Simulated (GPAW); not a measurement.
# NaHF2 (R-3m): the F K absorption edge, part 2 of 2

How does the F K edge of NaHF2 (R-3m) move when the bonds are compressed or stretched?

GPAW 26.7.0; X-ray absorption from dipole matrix elements to empty bands, plane-wave PAW LDA.

So far. Step 6 (Spectrum with FCH, F atom 2): Against the first run the r.m.s. difference is 17 %. A shift of +0.4 eV leaves 10 %. The highest intensity below 16 eV goes from 6.9 eV (2.59) to 7.4 eV (2.61). Step 8 (Spectrum with FCH, F atom 2): The scaled spectrum changes by 9 % r.m.s. The highest intensity below 16 eV goes from 6.9 eV (2.59) to 7.1 eV (2.60).

### Step 10. Spectrum with FCH, F atom 2

Changed against the first core-hole run: volume scale from 1 to 1.09.

File xas.py:

```python
import numpy as np
from ase import Atoms
from ase.parallel import parprint, paropen
from gpaw import GPAW, PW, FermiDirac, Mixer, MixerDif, setup_paths
from gpaw.test import gen
setup_paths.insert(0, '.')
gen('F', name='fch1s', xcname='LDA', corehole=(1, 0, 1), write_xml=True)
from gpaw.mpi import world
world.barrier()

atoms = Atoms('Na4F8H4',
    cell=[[3.57524093, -2.06416631, 4.71690297],
     [-3.57524093, -2.06416631, 4.71690297],
     [0, -4.12833263, -4.71690297]],
    scaled_positions=[[0, 0, 0],
     [0.5, 0.5, 0],
     [0, 0.5, 0.5],
     [0.5, 0, 0.5],
     [0.5824, 0.5824, 0.4176],
     [0.0824, 0.0824, 0.4176],
     [0.5824, 0.0824, 0.9176],
     [0.0824, 0.5824, 0.9176],
     [0.4176, 0.4176, 0.5824],
     [0.9176, 0.9176, 0.5824],
     [0.4176, 0.9176, 0.0824],
     [0.9176, 0.4176, 0.0824],
     [0.5, 0.5, 0.5],
     [0, 0, 0.5],
     [0.5, 0, 0],
     [0, 0.5, 0]],
    pbc=True)
atoms.calc = calc = GPAW(legacy_gpaw=True, mode=PW(500), xc='LDA', setups={4: 'fch1s'},
    kpts={'size': (3, 3, 3), 'gamma': True}, occupations=FermiDirac(0.02),
    charge=0, mixer=Mixer(0.1, 5, 50), maxiter=150,
    convergence={'density': 0.0001}, txt='scf.txt')
energy = atoms.get_potential_energy() + calc.get_reference_energy()
ef = calc.get_fermi_level()
out = dict(energy=energy, fermi=ef, forces=atoms.get_forces().tolist())
parprint(f'all-electron energy {energy:.4f} eV, Fermi level {ef:.4f} eV')
ev = np.array([[calc.get_eigenvalues(k, s) for k in range(len(calc.get_ibz_k_points()))] for s in range(calc.get_number_of_spins())])
out['homo'], out['lumo'], out['counts'] = ev[ev < ef].max(), ev[ev > ef].min(), sorted(set((ev < ef).sum((0, 2)).tolist()))
out['filled'] = (ev[:, 0] < ef).sum(1).tolist()

from ase.units import Ha
from gpaw.xas import dipole_matrix_elements
nb = int(calc.get_number_of_electrons() / 2) + 127
top, nb = nb, nb + 8 + nb // 12
nscf = calc.fixed_density(kpts={'size': (4, 4, 4), 'gamma': True}, nbands=nb,
    convergence={'bands': top, 'eigenstates': 1e-5}, maxiter=60, txt='nscf.txt')
cell = atoms.cell.array
ops = [cell.T @ U.T @ np.linalg.inv(cell.T) for U in nscf.wfs.kd.symmetry.op_scc]
filled = [44]  # bands filled in the ground state, by spin
E = np.arange(-6, 34, 0.1)
fwhm = np.interp(E, [4, 25], [0.9, 3.5])
Y, X, zero, highest = 0, 0, 1e9, 1e9
for spin in range(nscf.get_number_of_spins()):
    wfs = nscf.wfs
    A = dipole_matrix_elements(wfs.setups[4])
    eps = np.zeros((wfs.kd.nibzkpts, nb))
    d = np.zeros((3, A.shape[1], wfs.kd.nibzkpts, nb), complex)
    for kpt in wfs.kpt_u:
        if kpt.s == spin and 4 in kpt.P_ani:
            eps[kpt.k] = kpt.eps_n * Ha
            d[:, :, kpt.k] = (kpt.weight * wfs.nspins / 2) ** 0.5 * np.inner(A, kpt.P_ani[4])
    world.sum(eps)
    world.sum(d)
    T = np.einsum('amkn,bmkn->abkn', d, d.conj()).real
    T = sum(np.einsum('ai,ijkn,bj->abkn', R, T, R) for R in ops) / len(ops)
    empty = np.ones_like(eps, bool) & (np.arange(nb) >= filled[spin])
    zero, highest = min(zero, eps[empty].min()), min(highest, eps[:, top - 1].min())
    lines = [(eps, T, empty)] if spin == 0 else lines + [(eps, T, empty)]
for eps, T, empty in lines:
    f = np.einsum('aakn->akn', T).reshape(3, -1)
    x = eps.ravel() - zero
    w = np.interp(x, E, fwhm) / 2.35482
    g = np.exp(-0.5 * ((E[:, None] - x) / w) ** 2) / (w * (2 * np.pi) ** 0.5)
    Y = Y + (f * empty.ravel()) @ g.T
    X = X + (f * ~empty.ravel()) @ g.T
out.update(E=E.round(2).tolist(), xas=Y.tolist(), xes=X.tolist(), zero=zero, valid=highest - zero, nk=len(eps), nb=nb)
for i in range(0, len(E), 10):
    parprint(f'{E[i]:7.2f}', *(f'{v:10.3e}' for v in Y[:, i]))
import json
with paropen('out.json', 'w') as f:
    json.dump(out, f)
```

Started as:

```console
OMP_NUM_THREADS=1 mpirun -n 2 gpaw python xas.py
```

The job ended after 5.7 min (2 MPI ranks of Arm Neoverse V2, shared host; peak memory 0.62 GiB).

| E (eV) | first run | this run |
| --- | --- | --- |
| -2.0 | 0.00 | 0.00 |
| -1.0 | 0.00 | 0.00 |
| 0.0 | 0.02 | 0.03 |
| 1.0 | 0.16 | 0.24 |
| 2.0 | 0.32 | 0.38 |
| 3.0 | 1.11 | 1.38 |
| 4.0 | 1.98 | 2.31 |
| 5.0 | 1.80 | 1.57 |
| 6.0 | 1.54 | 2.26 |
| 7.0 | 2.58 | 1.94 |
| 8.0 | 1.57 | 1.02 |
| 9.0 | 0.71 | 0.55 |
| 10.0 | 0.52 | 0.53 |
| 11.0 | 0.72 | 0.82 |
| 12.0 | 1.01 | 1.06 |
| 13.0 | 0.92 | 0.71 |
| 14.0 | 0.58 | 0.56 |
| 15.0 | 0.58 | 0.73 |
| 16.0 | 0.78 | 0.94 |
| 17.0 | 0.94 | 0.94 |
| 18.0 | 0.90 | 0.80 |
| 19.0 | 0.76 | 0.68 |
| 20.0 | 0.66 | 0.64 |
| 21.0 | 0.62 | 0.63 |
| 22.0 | 0.62 | 0.63 |
| 23.0 | 0.61 | 0.67 |
| 24.0 | 0.63 | 0.75 |
| 25.0 | 0.71 | 0.82 |
| 26.0 | 0.79 | 0.85 |
| 27.0 | 0.83 | 0.84 |
| 28.0 | 0.83 | 0.80 |
| 29.0 | 0.79 | 0.73 |
| 30.0 | 0.73 | 0.65 |
| 31.0 | 0.66 | 0.58 |
| 32.0 | 0.58 | 0.54 |

Against the first run the r.m.s. difference is 22 %. A shift of -0.4 eV leaves 12 %. Another feature, at 4.3 eV (2.60), becomes the highest below 16 eV; the one at 6.9 eV (2.59) is now at 6.4 eV (2.49).

The photon energy of the zero moves by -0.33 eV.

### Step 11. The volumes side by side

| volume | nearest distance (Å) | shift of the zero (eV) | maximum 1 (eV above own zero) | maximum 2 (eV above own zero) | maximum 3 (eV above own zero) | maximum 4 (eV above own zero) |
| --- | --- | --- | --- | --- | --- | --- |
| 0.94 | 1.110 | +0.25 | 4.6 | 7.4 | 12.7 | 17.8 |
| 0.97 | 1.122 | +0.12 | 4.5 | 7.1 | 12.5 | 17.5 |
| 1 | 1.133 | +0.00 | 4.5 | 6.9 | 12.4 | 17.3 |
| 1.09 | 1.166 | -0.33 | 4.3 | 6.4 | 11.9 | 16.5 |

The curves, each shifted by its zero's change so that they share one photon-energy axis, counted from the zero at V × 1:

| E (eV) | V × 0.94 | V × 0.97 | V × 1 | V × 1.09 |
| --- | --- | --- | --- | --- |
| -2.0 | 0.00 | 0.00 | 0.00 | 0.00 |
| -1.0 | 0.00 | 0.00 | 0.00 | 0.00 |
| 0.0 | 0.01 | 0.01 | 0.02 | 0.07 |
| 1.0 | 0.09 | 0.12 | 0.16 | 0.32 |
| 2.0 | 0.24 | 0.27 | 0.32 | 0.66 |
| 3.0 | 0.82 | 0.96 | 1.11 | 1.73 |
| 4.0 | 1.73 | 1.87 | 1.98 | 2.59 |
| 5.0 | 2.00 | 1.96 | 1.80 | 1.45 |
| 6.0 | 1.14 | 1.23 | 1.54 | 2.49 |
| 7.0 | 2.05 | 2.49 | 2.58 | 1.56 |
| 8.0 | 2.42 | 2.00 | 1.57 | 0.82 |
| 9.0 | 1.28 | 0.93 | 0.71 | 0.49 |
| 10.0 | 0.55 | 0.51 | 0.52 | 0.60 |
| 11.0 | 0.65 | 0.69 | 0.72 | 0.95 |
| 12.0 | 0.88 | 0.94 | 1.01 | 0.98 |
| 13.0 | 1.04 | 1.01 | 0.92 | 0.61 |
| 14.0 | 0.78 | 0.66 | 0.58 | 0.59 |
| 15.0 | 0.54 | 0.54 | 0.58 | 0.81 |
| 16.0 | 0.61 | 0.69 | 0.78 | 0.97 |
| 17.0 | 0.81 | 0.89 | 0.94 | 0.90 |
| 18.0 | 0.93 | 0.93 | 0.90 | 0.76 |
| 19.0 | 0.87 | 0.82 | 0.76 | 0.66 |
| 20.0 | 0.74 | 0.69 | 0.66 | 0.64 |
| 21.0 | 0.64 | 0.62 | 0.62 | 0.63 |
| 22.0 | 0.61 | 0.61 | 0.62 | 0.64 |
| 23.0 | 0.60 | 0.60 | 0.61 | 0.69 |
| 24.0 | 0.59 | 0.60 | 0.63 | 0.78 |
| 25.0 | 0.61 | 0.66 | 0.71 | 0.84 |
| 26.0 | 0.69 | 0.74 | 0.79 | 0.85 |
| 27.0 | 0.77 | 0.81 | 0.83 | 0.83 |
| 28.0 | 0.82 | 0.83 | 0.83 | 0.78 |
| 29.0 | 0.81 | 0.80 | 0.79 | 0.71 |
| 30.0 | 0.78 | 0.76 | 0.73 | 0.63 |
| 31.0 | 0.73 | 0.70 | 0.66 | 0.56 |
| 32.0 | 0.66 | 0.62 | 0.58 | 0.53 |

### Step 12. Results

- absorber and edge: F K, atom 2 of the ground-state input (counted from 1)
- surroundings: 1 H at 1.13 Å and 3 Na at 2.32 Å (distorted tetrahedral, site symmetry 3m)
- highest intensity below 16 eV: 6.9 eV above the zero, height 2.59
- photon energy of the zero, with the added terms: 681.0 eV (raw 690.9 eV; LDA puts this hole about 5 eV below PBE, itself good to a few eV)

From V × 0.94 to V × 1.09 the nearest distance grows by 0.056 Å and the zero moves by -0.58 eV. Above their own zero, the maxima move from 4.6 to 4.3 eV, from 7.4 to 6.4 eV, from 12.7 to 11.9 eV and from 17.8 to 16.5 eV. The one highest in energy moves most, in the direction that the rule ΔE·R² ≈ constant for scattering resonances gives. The F K edge of atom 2, with 1 H at 1.13 Å and 3 Na at 2.32 Å (distorted tetrahedral, site symmetry 3m), has its highest intensity of the first 16 eV at 6.9 eV above the zero, near 688 eV in photon energy (LDA puts this hole about 5 eV below PBE, itself good to a few eV), 2.6 times the mean level of the first 20 eV (Gaussian full width 0.9 eV up to 4 eV, rising linearly to 3.5 eV at 25 eV). At the F K edge of atom 2 polarisation matters most near 6.9 eV, where the curves differ by 4.5 on this scale. The holes are only 6.1 Å apart, so the shape is probably not converged with cell size; no larger cell was run here. The mesh is coarse (0.28 Å⁻¹ between points), so small maxima may be mesh ripples. Lifetime broadening is put in by hand, and intensities beyond about 20 eV depend on it and on the partial waves; weight that the partial waves miss at high energy is lost. The structure is a published determination, not relaxed.

[Logs are printed without paths, hosts, clocks, repeated set-up lines and the standing remarks that a program may print on its own settings, such as how far it seeks lower states.]

[Hosts, paths, dates, database ids (printed as entryN), source tags and the programs' standing remarks are cut or masked in the printed files.]

[Lists of maxima count a maximum above −3 eV only where it reaches 4 % of the highest in the window and stands out from its surroundings by 2 % of it (1.5 % where it reaches 55 %); shoulders and weaker maxima are passed over, and of the rest the first, up to two pre-edge ones and the few strongest are named.]
